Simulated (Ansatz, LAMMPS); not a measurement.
# A vacancy of O at several sites of glassy 32CaO-68Al2O3 (mol %) (113 atoms)

At which site of glassy 32CaO-68Al2O3 (mol %) (113 atoms) does a vacancy of O cost least, and what about the site decides it?

Method: Kohn-Sham DFT, PBE, PAW (set soft_2), plane waves, in Ansatz 0.2.0.

**1. The starting structure**

The cell holds 113 atoms: 9 Ca, 38 Al and 66 O. Cell: a = 10.776 Å, b = 10.776 Å, c = 10.776 Å, α = 90.0°, β = 90.0°, γ = 90.0°. 113 atoms (9 Ca, 38 Al, 66 O) placed at random at 3.11 g/cm³, melted at 4000 K for 10 ps at fixed volume with the Morse and Coulomb pair potential with partial charges (Pedone, Malavasi, Menziani, Cormack and Segre, J. Phys. Chem. B 110, 11780 (2006)). Quenched from 4000 K to 300 K at 50 K/ps and fixed volume, held 10 ps at zero pressure.

Limits known from the start: The quench rate of 50 K/ps far exceeds what a furnace or splat quench reaches, so expect more defects and frozen-in strain than in a real sample. The network of bonds at the start is that of the classical potential that made the cell, and needn't be the one that DFT or experiment would give. The Brillouin zone is sampled at Γ only, in a cell whose shortest periodic width is 11 Å.

**2. Single point at the start**

The forces at the start show how far the geometry lies from a minimum of this functional.

input.yaml

```yaml
crystal:
  lattice:
    - [10.776, 0.0, 0.0]
    - [0.0, 10.776, 0.0]
    - [0.0, 0.0, 10.776]
  atoms:
    - { symbol: Ca, position: [0.87381, 0.62733, 0.06624] }
    - { symbol: Ca, position: [0.71251, 0.93245, 0.25553] }
    - { symbol: Ca, position: [0.81831, 0.88256, 0.89183] }
    - { symbol: Ca, position: [0.02349, 0.90064, 0.13036] }
    - { symbol: Ca, position: [0.74577, 0.22155, 0.80953] }
    - { symbol: Ca, position: [0.61428, 0.40288, 0.10252] }
    - { symbol: Ca, position: [0.85254, 0.706, 0.4657] }
    - { symbol: Ca, position: [0.54492, 0.31148, 0.64263] }
    - { symbol: Ca, position: [0.5917, 0.52085, 0.37808] }
    - { symbol: Al, position: [0.88698, 0.15426, 0.07088] }
    - { symbol: Al, position: [0.40151, 0.08493, 0.50828] }
    - { symbol: Al, position: [0.69815, 0.03387, 0.53985] }
    - { symbol: Al, position: [0.94401, 0.12933, 0.61148] }
    - { symbol: Al, position: [0.0815, 0.32822, 0.16962] }
    - { symbol: Al, position: [0.37709, 0.68385, 0.23187] }
    - { symbol: Al, position: [0.1525, 0.74678, 0.87165] }
    - { symbol: Al, position: [0.40822, 0.3223, 0.41568] }
    - { symbol: Al, position: [0.45952, 0.62352, 0.9274] }
    - { symbol: Al, position: [0.05379, 0.8871, 0.6488] }
    - { symbol: Al, position: [0.43123, 0.60276, 0.61269] }
    - { symbol: Al, position: [0.90258, 0.15752, 0.35238] }
    - { symbol: Al, position: [0.53141, 0.81109, 0.45828] }
    - { symbol: Al, position: [0.98356, 0.36298, 0.92479] }
    - { symbol: Al, position: [0.12282, 0.00698, 0.43073] }
    - { symbol: Al, position: [0.11128, 0.54519, 0.61593] }
    - { symbol: Al, position: [0.08421, 0.59824, 0.26591] }
    - { symbol: Al, position: [0.53697, 0.90967, 0.87829] }
    - { symbol: Al, position: [0.37172, 0.19662, 0.16788] }
    - { symbol: Al, position: [0.33928, 0.96351, 0.26294] }
    - { symbol: Al, position: [0.3463, 0.07913, 0.77532] }
    - { symbol: Al, position: [0.70398, 0.50397, 0.84941] }
    - { symbol: Al, position: [0.63414, 0.70937, 0.69472] }
    - { symbol: Al, position: [0.62144, 0.68891, 0.11516] }
    - { symbol: Al, position: [0.2346, 0.50807, 0.86071] }
    - { symbol: Al, position: [0.04987, 0.10651, 0.8452] }
    - { symbol: Al, position: [0.93233, 0.65248, 0.75558] }
    - { symbol: Al, position: [0.27018, 0.53454, 0.44734] }
    - { symbol: Al, position: [0.44408, 0.32668, 0.89306] }
    - { symbol: Al, position: [0.23414, 0.27643, 0.68321] }
    - { symbol: Al, position: [0.33716, 0.88796, 0.0281] }
    - { symbol: Al, position: [0.60053, 0.1352, 0.04867] }
    - { symbol: Al, position: [0.84642, 0.45238, 0.28255] }
    - { symbol: Al, position: [0.8571, 0.41938, 0.57754] }
    - { symbol: Al, position: [0.65682, 0.21434, 0.3271] }
    - { symbol: Al, position: [0.11465, 0.30155, 0.45786] }
    - { symbol: Al, position: [0.28923, 0.85489, 0.61867] }
    - { symbol: Al, position: [0.3329, 0.44844, 0.13807] }
    - { symbol: O, position: [0.12965, 0.37912, 0.61432] }
    - { symbol: O, position: [0.77422, 0.30827, 0.25204] }
    - { symbol: O, position: [0.99694, 0.47248, 0.20984] }
    - { symbol: O, position: [0.61615, 0.84166, 0.76328] }
    - { symbol: O, position: [0.96475, 0.03295, 0.46442] }
    - { symbol: O, position: [0.43211, 0.78222, 0.59974] }
    - { symbol: O, position: [0.73304, 0.54453, 0.2054] }
    - { symbol: O, position: [0.98164, 0.7228, 0.24345] }
    - { symbol: O, position: [0.82744, 0.48735, 0.42924] }
    - { symbol: O, position: [0.36689, 0.04105, 0.11438] }
    - { symbol: O, position: [0.26321, 0.59483, 0.6018] }
    - { symbol: O, position: [0.3815, 0.1567, 0.34624] }
    - { symbol: O, position: [0.33338, 0.00367, 0.63976] }
    - { symbol: O, position: [0.93316, 0.27519, 0.53567] }
    - { symbol: O, position: [0.24402, 0.39141, 0.39973] }
    - { symbol: O, position: [0.46556, 0.19306, 0.79991] }
    - { symbol: O, position: [0.43238, 0.47088, 0.52322] }
    - { symbol: O, position: [0.97407, 0.73171, 0.89677] }
    - { symbol: O, position: [0.38593, 0.45828, 0.98673] }
    - { symbol: O, position: [0.74507, 0.39663, 0.68186] }
    - { symbol: O, position: [0.30036, 0.65039, 0.89866] }
    - { symbol: O, position: [0.38723, 0.96546, 0.87866] }
    - { symbol: O, position: [0.59665, 0.38263, 0.87899] }
    - { symbol: O, position: [0.35518, 0.24324, 0.57072] }
    - { symbol: O, position: [0.02886, 0.02676, 0.70648] }
    - { symbol: O, position: [0.55148, 0.09201, 0.56458] }
    - { symbol: O, position: [0.88563, 0.06901, 0.20551] }
    - { symbol: O, position: [0.99154, 0.26934, 0.05426] }
    - { symbol: O, position: [0.61131, 0.65419, 0.54167] }
    - { symbol: O, position: [0.85119, 0.4608, 0.92167] }
    - { symbol: O, position: [0.63905, 0.59759, 0.97744] }
    [... 29 atom lines left out ...]
    - { symbol: O, position: [0.5685, 0.76306, 0.29176] }
    - { symbol: O, position: [0.41714, 0.93591, 0.4083] }
    - { symbol: O, position: [0.23574, 0.56604, 0.20434] }
    - { symbol: O, position: [0.95378, 0.53731, 0.63464] }
    - { symbol: O, position: [0.31599, 0.38888, 0.77826] }
    - { symbol: O, position: [0.74688, 0.80149, 0.07815] }
kpoints:
  mp_grid: { grid: [1, 1, 1] }
hamiltonian:
  xc: pbe
scf:
  occupations: { method: fixed }
output:
  forces: true
```

Launch:

```sh
$ ansatz run input.yaml --threads 4 --pin off --max-ram 8192MiB --backend cpu --events-out ev --progress --plain --runs-dir out
```

Numbers of over 12 decimals in the logs are rounded to 6 here.

Log:

```text
[...]
Pseudopotentials: kind: paw
Pseudopotential: Ca, paw, valence charge 10, recommended cutoff 420 eV (normal), Ca.paw.azcp
Pseudopotential: Al, paw, valence charge 3, recommended cutoff 420 eV (normal), Al.paw.azcp
Pseudopotential: O, paw, valence charge 6, recommended cutoff 420 eV (normal), O.paw.azcp
[... 5 lines on functional and potentials left out ...]
Crystal: 113 atoms, lattice volume = 1251.333 Å³
Basis set: ecut = 420 eV, 24405 PW (Γ), exchange–correlation on 150×150×150 points (8 copies of the dense FFT grid, shifted against one another)
Bands: 413, of which v1, the nominal top of the filled ones, is band 300 counted from 1 (299 counted from 0)
Symmetry: 1 space group operations
Space group: P1 (ITA 1), of the structure as read, at distance tolerance 1.1e-4 Å
k-points: 1
[... 7 lines on functional and potentials left out ...]
Initial density: superposition of atomic densities (neutral atoms: chi_scale 0, normalization atom), corrected by the library's trained network
Initial wavefunctions: pseudopotential atomic-orbital guess
[...]
SCF iter   1: F=—  HF=-74379.070758 eV  |F-HF|=—  |Δ(HF+E_count)|=         —  Δρ=2.42e-3  dr2=1.31e-1  ethr=1.77e-3  ⟨swp⟩=6.0  Hψ=1303  notcnv=0  defer=111
preconditioner: auto → Resta (q_TF=auto, 2.414 Å⁻¹)  ε∞=3.5  [insulator: Δε(μ)=3.218 eV  Ē_g=16.095 eV  n_scr=304 (ndim 8)  ℏωp=25.3 eV  f_vac=0.027  ε∞_Penn≈3.5]
SCF iter   2: F=—  HF=-74379.066817 eV  |F-HF|=—  |Δ(HF+E_count)|=   3.94e-3  Δρ=1.30e-3  dr2=3.00e-2  ethr=2.19e-5  ⟨swp⟩=4.0  Hψ=695  notcnv=0  defer=111
SCF iter   3: F=—  HF=-74379.068165 eV  |F-HF|=—  |Δ(HF+E_count)|=   1.35e-3  Δρ=6.24e-4  dr2=7.85e-3  ethr=5.00e-6  ⟨swp⟩=3.0  Hψ=513  notcnv=0  defer=90
automatic band count: iteration 3 solves 392 bands in place of 413: the levels show a gap, and the empty bands left out lie too high to hold charge; the band table lists the bands solved (type scf.n_extra_bands for more)
SCF iter   4: F=—  HF=-74379.067675 eV  |F-HF|=—  |Δ(HF+E_count)|=   4.90e-4  Δρ=2.11e-4  dr2=5.94e-4  ethr=1.31e-6  ⟨swp⟩=3.0  Hψ=513  notcnv=0  defer=90
SCF iter   5: F=—  HF=-74379.067788 eV  |F-HF|=—  |Δ(HF+E_count)|=   1.13e-4  Δρ=1.28e-4  dr2=1.81e-4  ethr=9.90e-8  ⟨swp⟩=2.0  Hψ=522  notcnv=0  defer=90
SCF iter   6: F=—  HF=-74379.067781 eV  |F-HF|=—  |Δ(HF+E_count)|=   6.82e-6  Δρ=3.41e-5  dr2=1.52e-5  ethr=3.02e-8  ⟨swp⟩=2.0  Hψ=508  notcnv=0  defer=90
SCF iter   7: F=—  HF=-74379.065691 eV  |F-HF|=—  |Δ(HF+E_count)|=   2.09e-3  Δρ=1.61e-5  dr2=3.29e-6  ethr=2.53e-9  ⟨swp⟩=3.0  Hψ=689  notcnv=0  defer=90
SCF iter   8: F=—  HF=-74379.065694 eV  |F-HF|=—  |Δ(HF+E_count)|=   2.37e-6  Δρ=9.37e-6  dr2=9.97e-7  ethr=5.49e-10  ⟨swp⟩=2.0  Hψ=562  notcnv=0  defer=90
SCF iter   9: F=-74379.065694 eV  HF=-74379.065694 eV  |F-HF|=3.26e-8  |Δ(HF+E_count)|=   3.41e-7  Δρ=2.43e-6  dr2=7.13e-8  ethr=1.67e-11  ⟨swp⟩=3.0  Hψ=1264  notcnv=0
SCF 1 converged in 9 iterations: F = -74379.065694 eV  dr2 = 7.13e-8
[...]
SCF converged after 9 iterations
Free energy (F): -74379.065694 eV
Harris-Foulkes:  -74379.065694 eV  (|F-HF|=3.26e-8)
Internal energy: -74379.065694 eV  (E = F + TS)
E sigma→0 (E₀):  -74379.065694 eV
Fermi energy:    6.559272 eV
--- Per-component energies (eV) ---
[...]
Σ components = -74379.065694   (vs F -74379.065694, Δ=0.00e0)
--- Forces (eV/Å), atoms counted from 1 ---
  atom   1  Ca     0.48973259    -0.04725147    -0.47247534
  atom   2  Ca    -0.70070600    -0.05496745    -0.13245149
  atom   3  Ca    -1.00559132     0.15692044    -0.38348026
  atom   4  Ca     1.34523531     0.20576881     0.50697247
[...]
atom 113  O      0.24103184    -0.18604310     0.66714780
  max |Σ_I F_I| component: 9.34e-5 eV/Å
```

Run time: 15 s. Hardware: 4 threads of Arm Neoverse V2, shared host; peak memory 1.5 GiB; 46 s of CPU time.

The r.m.s. force at the start is 0.97 eV/Å.

**3. Relaxation**

With the cell held, the atoms are moved downhill towards a nearby minimum.

input.yaml

```yaml
crystal:
  lattice:
    - [10.776, 0.0, 0.0]
    - [0.0, 10.776, 0.0]
    - [0.0, 0.0, 10.776]
  atoms:
    [... the 113 atom lines of step 2 ...]
kpoints:
  mp_grid: { grid: [1, 1, 1] }
hamiltonian:
  xc: pbe
scf:
  occupations: { method: fixed }
output:
  forces: true
relax:
  f_tol: 0.05
  max_steps: 120
```

Log:

```text
[...]
Crystal: 113 atoms, lattice volume = 1251.333 Å³
Basis set: ecut = 420 eV, 24405 PW (Γ), exchange–correlation on 150×150×150 points (8 copies of the dense FFT grid, shifted against one another)
Bands: 413, of which v1, the nominal top of the filled ones, is band 300 counted from 1 (299 counted from 0)
Symmetry: 1 space group operations
[...]
k-points: 1
[...]
SCF iter   1: F=—  HF=-74379.070746 eV  |F-HF|=—  |Δ(HF+E_count)|=         —  Δρ=2.42e-3  dr2=1.31e-1  ethr=1.77e-3  ⟨swp⟩=6.0  Hψ=1303  notcnv=0  defer=111
[...]
SCF iter   6: F=-74379.065688 eV  HF=-74379.065682 eV  |F-HF|=6.86e-6  |Δ(HF+E_count)|=   1.05e-5  Δρ=3.39e-5  dr2=1.52e-5  ethr=1.04e-8  ⟨swp⟩=2.0  Hψ=1195  notcnv=0
SCF 1 converged in 6 iterations: F = -74379.065688 eV  dr2 = 1.52e-5
[...]
relax step   1: F+E_penalty+E_count = -74379.06568846 eV  Δ(F+E_penalty+E_count) = +0.000e0 eV  max|allowed force component| = 3.555e0 eV/Å  Δτ_max = 0.0000 Å  (6 SCF iters, dr2 threshold 6.25e-5 eV, accepted)
[... from here on, the SCF cycles and remarks between the steps are left out ...]
relax step   2: F+E_penalty+E_count = -74383.34859104 eV  Δ(F+E_penalty+E_count) = -4.283e0 eV  max|allowed force component| = 2.133e0 eV/Å  Δτ_max = 0.1950 Å  (7 SCF iters, dr2 threshold 1.00e-4 eV, accepted)
relax step   3: F+E_penalty+E_count = -74385.86982117 eV  Δ(F+E_penalty+E_count) = -2.521e0 eV  max|allowed force component| = 6.256e-1 eV/Å  Δτ_max = 0.1692 Å  (7 SCF iters, dr2 threshold 1.00e-4 eV, accepted)
relax step   4: F+E_penalty+E_count = -74386.83061726 eV  Δ(F+E_penalty+E_count) = -9.608e-1 eV  max|allowed force component| = 3.182e-1 eV/Å  Δτ_max = 0.2000 Å  (7 SCF iters, dr2 threshold 3.37e-5 eV, accepted)
relax step   5: F+E_penalty+E_count = -74387.16253689 eV  Δ(F+E_penalty+E_count) = -3.319e-1 eV  max|allowed force component| = 2.036e-1 eV/Å  Δτ_max = 0.2000 Å  (8 SCF iters, dr2 threshold 8.71e-6 eV, accepted)
relax step   6: F+E_penalty+E_count = -74387.23384428 eV  Δ(F+E_penalty+E_count) = -7.131e-2 eV  max|allowed force component| = 1.359e-1 eV/Å  Δτ_max = 0.2000 Å  (7 SCF iters, dr2 threshold 1.07e-5 eV, accepted)
relax step   7: F+E_penalty+E_count = -74387.18753953 eV  Δ(F+E_penalty+E_count) = +4.630e-2 eV  max|allowed force component| = 1.905e-1 eV/Å  Δτ_max = 0.2000 Å  (7 SCF iters, dr2 threshold 7.56e-6 eV, rejected (line search))
relax step   8: F+E_penalty+E_count = -74387.25400104 eV  Δ(F+E_penalty+E_count) = -2.016e-2 eV  max|allowed force component| = 1.180e-1 eV/Å  Δτ_max = 0.0636 Å  (10 SCF iters, accepted)
relax step   9: F+E_penalty+E_count = -74387.26538294 eV  Δ(F+E_penalty+E_count) = -1.138e-2 eV  max|allowed force component| = 5.345e-2 eV/Å  Δτ_max = 0.0510 Å  (7 SCF iters, dr2 threshold 6.20e-6 eV, accepted)
relax step  10: F+E_penalty+E_count = -74387.26750200 eV  Δ(F+E_penalty+E_count) = -2.119e-3 eV  max|allowed force component| = 2.946e-2 eV/Å  Δτ_max = 0.0282 Å  (8 SCF iters, accepted)
SCF converged after 8 iterations
Free energy (F): -74387.267502 eV
[...]
Internal energy: -74387.267502 eV  (E = F + TS)
E sigma→0 (E₀):  -74387.267502 eV
Fermi energy:    6.146175 eV
[...]
--- Forces (eV/Å), atoms counted from 1 ---
  atom   1  Ca    -0.00713327     0.00928505     0.00207809
  atom   2  Ca    -0.00246931    -0.01822994    -0.00657638
  atom   3  Ca    -0.00430407    -0.00296279    -0.00192745
  atom   4  Ca     0.00111860     0.00663332    -0.01767559
  atom   5  Ca     0.00423296    -0.00008192     0.00856395
  atom   6  Ca     0.00109260     0.00738431     0.00954968
  atom   7  Ca     0.00692812    -0.00352850     0.00313850
  atom   8  Ca    -0.00099501     0.00381734     0.00879483
  atom   9  Ca     0.00144978    -0.00366284    -0.00781209
  atom  10  Al    -0.00027916    -0.00870710    -0.00661220
  atom  11  Al    -0.00190648    -0.00431927     0.00040889
  atom  12  Al    -0.00068091     0.00137531     0.00654644
  atom  13  Al     0.00390154    -0.00341576     0.00414853
  atom  14  Al    -0.00291363     0.00900935    -0.01215850
[...]
atom 112  O      0.00602543    -0.00006573     0.00421413
  atom 113  O      0.00608515     0.01481358     0.00359845
  max |Σ_I F_I| component: 1.50e-4 eV/Å
--- Relaxed structure (10 steps of the walk, 9 accepted, 0 SCFs on fresh bases) ---
  F+E_penalty+E_count = -74387.26750200 eV   max|allowed force component| = 2.946e-2 eV/Å
  atoms:
    - { symbol: Ca, position: [0.901430, 0.628884, 0.065851] }
    - { symbol: Ca, position: [0.699241, 0.931891, 0.233013] }
    - { symbol: Ca, position: [0.815449, 0.876433, 0.896488] }
    - { symbol: Ca, position: [0.052959, 0.910867, 0.157239] }
[...]
- { symbol: O, position: [0.755359, 0.778920, 0.083880] }
```

The job ended after 1.7 min (4 threads; peak memory 1.5 GiB).

The relaxation converged after 10 steps, 8.20 eV below its start, with a largest force component of 0.029 eV/Å.

(Continued in part 2 of 3.)

[Logs are printed without paths, hosts, clocks, repeated set-up lines and the standing remarks that a program may print on its own settings, such as how far it seeks lower states.]

[Hosts, paths, dates, database ids (printed as entryN), source tags and the programs' standing remarks are cut or masked in the printed files.]
